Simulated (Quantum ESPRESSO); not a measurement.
# Dipole at the next field: honeycomb SbBi, 1 layer

Method. Quantum ESPRESSO 7.5, PBE, GBRV ultrasoft; sawtooth field along the normal with dipole correction, ions clamped, threshold 1e-9 Ry; cell area 15.612 Å².

```
field (V/Å)  dipole (e Å a cell)
          0             −0.04995
        0.1             −0.00985
        0.2              0.03044
```

One more run was made and is withheld. What is the dipole at −0.2 V/Å, and what electrostatic thickness 4πα/A follows from the rows?

**Worked estimate.** The slope is (0.03044 − (−0.04995))/0.2 = 0.4019 e Å²/V, so 4πα/A = 180.95 × 0.4019/15.612 = 4.66 Å. Linear response gives p = −0.04995 + 0.4019 × (−0.2) = −0.13034 e Å; a parabola through the three rows gives −0.12958.

What the calculation gave: p = −0.13004 e Å. The line misses by 0.4 % of the induced dipole and the parabola by 0.6 %. The response is linear over this range.

Caveats: Electrons alone respond; local and semilocal functionals tend to overscreen.

[Logs are printed without paths, hosts, clocks, repeated set-up lines and the standing remarks that a program may print on its own settings, such as how far it seeks lower states.]
